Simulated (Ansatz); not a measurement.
# LiHgBr3 (built on the sites of a database entry of CsHgF3): following an unstable mode

Wanted: the energy along a soft mode of LiHgBr3 (built on the sites of a database entry of CsHgF3) and the structure at the end.

Method: DFT PBEsol, scalar-relativistic, plane waves, PAW, in Ansatz 0.2.0.

Report form: the programs' logs are mostly left out.

The structure was built from a prototype and need not be the compound's stable phase.

In doubt: the program warns that the response may not be converged on this k-mesh (step 8), which bears on the force constants and all frequencies.

### Step 1. The starting structure

It takes space group Pm-3m (No. 221, cubic). Conventional cell: a = 5.459 Å, b = 5.459 Å, c = 5.459 Å, α = 90.00°, β = 90.00°, γ = 90.00°. Nearest to Li lie 12 Br at 3.86 Å. Hg has 6 Br at 2.73 Å nearest. Br has 2 Hg at 2.73 Å nearest. Farther neighbours and most contacts between anions are not listed.

### Step 2. Phonons on a q mesh

The cell comes from relaxations at this level that are not shown. Stability and thermal properties need the whole zone. Linear response on a 2×2×2 q mesh gives force constants as far as a supercell of that size would.

input.yaml

```yaml
crystal:
  lattice:
    - [5.4589240501, 0.0, 0.0]
    - [0.0, 5.4589240501, 0.0]
    - [0.0, 0.0, 5.4589240501]
  atoms:
    - { symbol: Li, position: [0.0, 0.0, 0.0] }
    - { symbol: Hg, position: [0.5, 0.5, 0.5] }
    - { symbol: Br, position: [0.0, 0.5, 0.5] }
    - { symbol: Br, position: [0.5, 0.0, 0.5] }
    - { symbol: Br, position: [0.5, 0.5, 0.0] }
kpoints:
  mp_grid: { grid: [8, 8, 8] }
hamiltonian:
  xc: pbesol
scf:
  occupations: { method: methfessel_paxton, width: 0.2 }
output:
  eigenvalues: true
phonons:
  method: dfpt
  qmesh: [2, 2, 2]
  temperatures: { t_max: 1000, t_step: 50 }
  qpath:
    path:
      - [[0.0, 0.0, 0.0], [0.0, 0.5, 0.0], [0.5, 0.5, 0.0], [0.0, 0.0, 0.0], [0.5, 0.5, 0.5], [0.0, 0.5, 0.0]]
      - [[0.5, 0.5, 0.5], [0.5, 0.5, 0.0]]
    npoints: 10
```

Started as:

```
> ansatz run input.yaml --threads 8 --pin off --max-ram 14336MiB --backend cpu --events-out ev --progress --plain --runs-dir out
```

Wall time 2.1 min (8 threads of Arm Neoverse V2, shared host); peak memory 1.6 GiB.

Numbers from this step:

```
volume per atom                                         : 32.54 Å³
gap on the k-mesh                                       : 0 eV
sum-rule residual before enforcement                    : 1.90e-5 eV/Å²
lowest frequency on the path                            : -170.4 cm⁻¹
point group                                             : m-3m
highest frequency on the path or at a solved wavevector : 185.2 cm⁻¹
highest optical mode at the zone centre (no LO-TO term) : 168.9 cm⁻¹
lowest optical zone-centre mode                         : -170.3 cm⁻¹
lowest mode on the q mesh (acoustic modes at Γ apart)   : -170.3 cm⁻¹
```

Frequencies (cm⁻¹) solved at each irreducible wavevector; negative means imaginary. Frequencies by wavevector, by row:

```csv
q in reciprocal lattice units,star,mode 1,mode 2,mode 3,mode 4,mode 13,mode 14,mode 15
0 0 0,1,-170.3,-170.3,-170.3,-31.3,168.9,168.9,168.9
0 0 -0.5,3,-162.4,-162.4,-85.2,-30.6,146.8,169.2,169.2
0 -0.5 -0.5,3,-152.3,-145.5,-145.5,-56.9,102.7,165.2,169.9
-0.5 -0.5 -0.5,1,-168.6,-168.6,-168.6,-56.9,97.7,97.7,181.1
```

Interpolated from a 2×2×2 q mesh. The phonon branches at the labelled points (cm⁻¹):

```csv
point,branch 1,branch 2,branch 3,branch 4,branch 12,branch 13,branch 14,branch 15
Γ,-170,-170,-170,-31,40,169,169,169
halfway,-166,-166,-134,-30,69,159,169,169
X,-162,-162,-85,-31,96,147,169,169
halfway,-158,-154,-123,-49,99,106,170,171
M,-152,-146,-146,-57,103,103,165,170
halfway,-162,-148,-141,-44,71,134,169,173
Γ,-170,-170,-170,-31,40,169,169,169
halfway,-153,-153,-146,-47,75,133,133,184
R,-168,-168,-168,-57,98,98,98,181
halfway,-159,-156,-141,-51,97,99,132,184
X,-162,-162,-85,-31,96,147,169,169
jump to R,-168,-168,-168,-57,98,98,98,181
halfway,-161,-157,-157,-57,100,100,116,183
M,-152,-146,-146,-57,103,103,165,170
```

Symmetry leaves 4 wavevectors to solve. The lowest mode among them, the acoustic zeros apart, lies at Γ and is imaginary, 170.3i cm⁻¹, so the energy falls along it.

### Step 3. The mode frozen in, largest atomic shift 0 Å

The mode followed lies at Γ with frequency 170.4i cm⁻¹ and is 3-fold degenerate, the softest among the wavevectors solved. At small amplitude the distorted cell has space group no. 38 by a symmetry search on the positions. The undistorted cell that holds it gives the zero of energy on the same k mesh.

input.yaml, the sections that differ from step 2:

```yaml
output:
  forces: true
  stress: true
  eigenvalues: true
# crystal, kpoints, hamiltonian, scf: as in step 2
# phonons: removed
```

It took 1.2 s on 8 threads; peak memory 0.59 GiB.

This step gave:

```
pressure                         : 0.002549 GPa
energy from the undistorted cell : 0 meV/atom
```

The run ends at a pressure of 0.00 GPa.

### Step 4. The mode frozen in, largest atomic shift 0.6 Å

The atoms are moved along the unstable eigenvector, the largest shift by 0.6 Å, with the cell fixed.

input.yaml, the sections that differ from step 3:

```yaml
crystal:
  lattice:
    - [5.4589240501, 0.0, 0.0]
    - [0.0, 5.4589240501, 0.0]
    - [0.0, 0.0, 5.4589240501]
  atoms:
    - { symbol: Li, position: [0.0, 0.0777193573, 0.0777193573] }
    - { symbol: Hg, position: [0.5, 0.5004407436, 0.5004407436] }
    - { symbol: Br, position: [0.0, 0.4961109977, 0.4961109977] }
    - { symbol: Br, position: [0.5, -7.86981e-05, 0.4961109977] }
    - { symbol: Br, position: [0.5, 0.4961109977, -7.86981e-05] }
# kpoints, hamiltonian, scf, output: as in step 3
```

Wall time 4.9 s (8 threads); peak memory 0.71 GiB; 36 s of CPU time.

This step gave:

```
pressure                         : 0.03089 GPa
energy from the undistorted cell : -27.02 meV/atom
```

The energy, extrapolated to zero smearing, is -27.02 meV/atom against the undistorted cell.

The run ends at a pressure of 0.03 GPa, with forces up to 0.40 eV/Å.

### Step 5. Energy along the mode, all amplitudes (two of the runs are shown above)

An imaginary frequency means negative curvature, so the energy should fall and then rise again as anharmonic terms take over.

This step gave:

```
depth at the lowest point sampled  : 27.02 meV/atom
largest atomic shift at that point : 0.6 Å
```

Energy from the parent against largest atomic shift:

```csv
largest atomic shift (Å),energy from the parent (meV/atom)
0.000,0
0.040,-0.125
0.080,-0.501
0.140,-1.53
0.220,-3.77
0.320,-7.94
0.450,-15.5
0.600,-27.0
```

Displacement at unit largest shift by atom:

```csv
atom,x (Å),y (Å),z (Å),size
Li1,0.000,0.707,0.707,1.000
Hg2,0.000,0.004,0.004,0.006
Br3,0.000,-0.035,-0.035,0.049
Br4,0.000,-0.001,-0.035,0.035
Br5,0.000,-0.035,-0.001,0.035
```

The lowest of the steps tried is the last one, at 0.6 Å, 27.0 meV/atom below the parent; the bottom of the well need not coincide with a step.

### Step 6. Relaxing from the distorted cell

Starting from the lowest point found, all atoms and the cell are let go, so that strain and other modes of the same symmetry can join in.

input.yaml, as its differences from that of step 4:

```diff
@@ -21 +21,6 @@
   eigenvalues: true
+relax:
+  adjacent_minimum: "off"
+  f_tol: 0.002
+  max_steps: 120
+  cell: { stress_tol: 0.03 }
```

Run time: 3.9 min. Hardware: 8 threads; peak memory 0.89 GiB.

Relaxation path (22 of 40):

```csv
step,energy less that of the first step (eV),largest force component (eV/Å),pressure (GPa),volume (Å³)
1,0.0000,0.2859,0.03,162.68
3,-0.2755,0.3483,-0.20,165.10
5,-0.4590,0.1925,-0.22,167.85
7,-0.4905,0.0932,0.00,167.34
8,-0.5140,0.1290,0.09,167.25
10,-0.6472,0.2270,-0.14,168.41
12,-0.7294,0.3400,-0.68,168.44
14,-0.8072,0.0476,0.22,168.65
16,-0.8879,0.0523,-0.07,172.81
18,-0.8989,0.1144,0.22,171.51
20,-0.9014,0.0022,-0.02,172.30
21,-0.9014,0.0018,0.00,172.17
23,-0.9974,0.0222,0.30,175.67
25,-1.0676,0.0438,0.08,181.00
27,-1.0614,0.3465,-0.67,184.06
29,-1.0914,0.0061,0.01,183.05
31,-1.0914,0.0002,0.00,183.17
33,-1.1109,0.0073,0.08,184.53
34,-1.1164,0.0169,0.02,185.52
36,-1.1183,0.1006,0.16,186.53
38,-1.1200,0.0023,-0.01,186.98
40*,-1.1203,0.0005,0.00,186.97
```

Relaxation steps marked * repeat the geometry before them on a plane-wave basis chosen anew for their cell, so energy and pressure can jump there. Other such steps can lie between the rows shown. Relaxation steps 6, 12, 27, 30, 36 were tried and not accepted.

The run keeps the 4 symmetry operations that it works with, so distortions that break them were not tested.

```csv
cell as run,before,after,change
a (Å),5.459,4.046,-25.9 %
b (Å),5.459,7.110,+30.2 %
c (Å),5.459,7.110,+30.2 %
α (°),90.00,66.10,-26.6 %
volume (Å³/atom),32.54,37.39,+14.9 %
```

The atoms that moved most (Å, as changes of fractional coordinates times the final cell):

```csv
atom,dx,dy,dz,length
Li1,0.000,0.954,0.954,1.350
Hg2,0.000,0.598,0.598,0.846
Br3,0.000,-0.595,-0.595,0.842
Br4,0.000,-0.334,-0.624,0.707
Br5,0.000,-0.624,-0.334,0.707
```

Numbers from this step:

* pressure: -0.001356 GPa
* volume per atom: 37.39 Å³
* gap on the k-mesh: 1.683 eV

The distorted start has space group Amm2; the relaxation ends in Amm2.

### Step 7. The new phase in its own primitive cell

The relaxed structure is symmetrised, reduced to its primitive cell and relaxed tightly, as its phonons need.

input.yaml

```yaml
crystal:
  lattice:
    - [4.0456989217, 0.0, 0.0]
    - [0.0, 3.8772813401, 5.9596329351]
    - [0.0, -3.8772813401, 5.9596329351]
  atoms:
    - { symbol: Li, position: [0.0, 0.1909550489, 0.1909550489] }
    - { symbol: Hg, position: [0.5, 0.5714376062, 0.5714376062] }
    - { symbol: Br, position: [0.0, 0.4254722535, 0.4254722535] }
    - { symbol: Br, position: [0.5, 0.9695920539, 0.4128464357] }
    - { symbol: Br, position: [0.5, 0.4128464357, 0.9695920539] }
kpoints:
  mp_grid: { grid: [6, 4, 4] }
hamiltonian:
  xc: pbesol
scf:
  occupations: { method: fixed }
output:
  forces: true
  stress: true
  eigenvalues: true
relax:
  adjacent_minimum: "off"
  f_tol: 0.001
  max_steps: 60
  cell: { stress_tol: 0.01 }
```

Wall time 6.7 s (8 threads); peak memory 0.62 GiB; 49 s of CPU time.

Little changed from the start: no atom moved by 0.005 Å and no cell edge by 0.1 %.

Numbers from this step:

| Item | Value |
| --- | --- |
| pressure | 3.30e-5 GPa |
| direct gap on mesh | 1.683 eV |

The largest force component left is 0.18 meV/Å and the pressure is 0.000 GPa, within the tolerances set. The cell now holds 37.39 Å³/atom.

### Step 8. Modes of the new phase, k-mesh 6×4×4, occupations fixed

A relaxed structure may still be a saddle point, so its zone-centre modes are computed. The response to a homogeneous field gives the Born charges and the dielectric tensor, and its change with displacement the Raman tensors.

input.yaml

```yaml
crystal:
  lattice:
    - [4.0458571506, 0.0, 0.0]
    - [0.0, 3.8775483666, 5.9590682703]
    - [0.0, -3.8775483666, 5.9590682703]
  atoms:
    - { symbol: Li, position: [0.0, 0.1909519533, 0.1909519533] }
    - { symbol: Hg, position: [0.5, 0.571418623, 0.571418623] }
    - { symbol: Br, position: [0.0, 0.4254585864, 0.4254585864] }
    - { symbol: Br, position: [0.5, 0.969548754, 0.4129254815] }
    - { symbol: Br, position: [0.5, 0.4129254815, 0.969548754] }
kpoints:
  mp_grid: { grid: [6, 4, 4] }
hamiltonian:
  xc: pbesol
scf:
  occupations: { method: fixed }
output:
  eigenvalues: true
phonons:
  method: dfpt
  dielectric: true
  rigid_motions: translations
  raman: true
```

The job ended after 2.8 min (8 threads; peak memory 3.2 GiB).

Numbers from this step:

```
sum-rule residual before enforcement                    : 1.30e-4 eV/Å²
miss of the charge sum rule                             : 0.006829 e
estimated error of the dielectric tensor                : 0.01319
estimated error of the Born charges                     : 0.02521 e
point group                                             : mm2
highest optical mode at the zone centre (no LO-TO term) : 257.2 cm⁻¹
lowest optical zone-centre mode                         : -23.9 cm⁻¹
mean high-frequency dielectric constant                 : 3.572
largest Born charge (third of the trace)                : 2.395 e
top of the zone-centre spectrum with the field          : 299.2 cm⁻¹
```

Patterns of degenerate modes are one choice out of their space. Modes at Γ, with each element's share of the kinetic energy (negative means imaginary):

```csv
mode,frequency (cm⁻¹),symmetry,Li %,Hg %,Br %
1,-23.9,B2,1,1,98
2,0.0,acoustic,2,45,54
3,0.0,acoustic,2,45,54
4,0.0,acoustic,2,45,54
5,23.2,B1,4,39,57
6,28.8,B2,0,26,74
7,58.5,A2,0,0,100
8,59.9,A1,0,22,77
9,122.3,B1,0,16,84
10,138.3,A1,2,24,74
11,156.2,A1,80,0,20
12,156.5,B2,1,26,73
13,181.2,A1,17,8,75
14,245.5,B2,97,3,1
15,257.2,B1,95,0,5
```

Displacements in mode 1 (-23.9 cm⁻¹), the largest set to 1:
```
Li1  0.00 -0.50  0.00
Hg2  0.00 -0.07  0.00
Br3  0.00  1.00  0.00
Br4  0.00 -0.40  0.61
Br5  0.00 -0.40 -0.61
```

Displacements in mode 7 (58.5 cm⁻¹), the largest set to 1:
```
Li1  0.00  0.00  0.00
Hg2  0.00  0.00  0.00
Br3  0.00  0.00  0.00
Br4  1.00  0.00  0.00
Br5 -1.00  0.00  0.00
```

Optical modes at the zone centre, without and with the macroscopic field of the longitudinal modes; each column is sorted by frequency, so a row need not hold one and the same mode. Modes with and without the field, by row:

```csv
rank among optical modes,no field (cm⁻¹),"q along (1, 0, 0) (cm⁻¹)","q along (0, 1, 0) (cm⁻¹)","q along (0, 0, 1) (cm⁻¹)"
1,-23.9,-23.9,-22.2,-23.9
2,23.2,28.8,23.2,23.2
3,28.8,30.8,39.4,28.8
4,58.5,58.5,58.5,58.5
5,59.9,59.9,59.9,60.9
6,122.3,137.2,122.3,122.3
7,138.3,138.3,138.3,144.1
8,156.2,156.2,156.2,156.5
9,156.5,156.5,174.9,180.9
10,181.2,181.2,181.2,201.7
11,245.5,245.5,257.2,245.5
12,257.2,299.2,290.5,257.2
```

Born charge (rows field, columns displacement) (e), principal values of the symmetric part by kind of site:

```csv
atom,atoms with these values,low,middle,high,mean
Li1,1,1.02,1.34,1.52,1.29
Hg2,1,2.07,2.54,2.57,2.39
Br3,1,-2.02,-1.64,-0.41,-1.36
Br4,2,-2.13,-0.93,-0.43,-1.17
```

In full for Li1:

```
1.34 0.00 0.00
0.00 1.52 0.00
0.00 0.00 1.02
```

High-frequency dielectric tensor:

```
3.46 0.00 0.00
0.00 3.93 0.00
0.00 0.00 3.32
```

Transverse modes; imaginary modes are left out. Infrared lines, with heights relative to the strongest:

```csv
position (cm⁻¹),lines merged,relative intensity
23,1,3.1
29,1,6.1
58,1,0.0
60,1,1.0
122,1,24
138,1,28
156,2,97
181,1,0.4
246,1,100
257,1,96
```

Activity x (w_L - w)^4 (n + 1)/w, 532 nm, 300 K; imaginary modes are left out; the tensors are static ones, while 532 nm light lies above the computed direct gap, where resonance would change the heights; modes without the macroscopic field alone. Lines of the Raman spectrum (strongest = 100):

```csv
position (cm⁻¹),lines merged,relative intensity
23,1,100
29,1,54
58,1,1.1
60,1,38
122,1,0.1
138,1,15
156,2,11
181,1,69
246,1,2.1
257,1,0.1
```

Before it was imposed, the acoustic sum rule was missed by 1.3e-4 eV/Å² and the charge sum rule by 0.0068 e. Small misses are needed for a sound result but don't prove that mesh and cutoff are converged. The lowest optical mode is imaginary, 23.9i cm⁻¹, so the energy falls along it.

The log warns of the k mesh: “the force constants stand on the 6×4×4 k-mesh, whose period is 11.15 times the interband length at k = (0.0000, 0.0000, 0.0000), direct gap 1.683 eV, under 14: take them and everything formed from them as unconverged”.

### Step 9. What came out

* unstable mode of the parent: q = (0, 0, 0), 170i cm⁻¹
* depth at the lowest point sampled: 27.0 meV/atom
* largest atomic shift at that point: 0.6 Å
* space group reached (within 0.01 Å): Amm2
* energy gained over the parent (first relaxation, on the mesh of the frozen mode): 251 meV/atom
* volume per atom, phase reached: 37.4 Å³
* gap on the k-mesh, phase reached: 1.68 eV
* lowest optical zone-centre mode, phase reached: -23.9 cm⁻¹
* highest optical mode at the zone centre (no LO-TO term), phase reached: 257 cm⁻¹

**Reading.** Along this mode the structure falls into Amm2, 251 meV/atom below the parent. At the parent's cell the well is 27.02 meV/atom deep on the steps tried, with its lowest point at a shift of 0.6 Å. That is the last step tried, so the steps alone don't bracket the bottom of the well. Relaxing atoms and cell changes the gain by +223.94 meV/atom against the lowest step (energies at zero smearing). Most of the total comes from this relaxation. The new phase still has an imaginary mode at the zone centre of its cell, so it is a saddle point on the way to a lower structure. Of the 5 patterns followed to their end from this parent, this one reaches the lowest energy. Each path keeps the symmetry of its pattern, so a lower phase may lie along a pattern not tried. With the field response the log warns that the k mesh is coarse for the force constants too, so the frequencies may not be converged. With no gap, or one that is small against the smearing, the frequencies hang on the k mesh and the smearing, most of all near Kohn anomalies. Spin-orbit coupling is left out, which can matter for the heavy elements here. The starting cell was built on a prototype and not taken from a measurement, so the phase need not exist.

[Logs are printed without paths, hosts, clocks, repeated set-up lines and the standing remarks that a program may print on its own settings, such as how far it seeks lower states.]

[Hosts, paths, dates, database ids (printed as entryN), source tags and the programs' standing remarks are cut or masked in the printed files.]
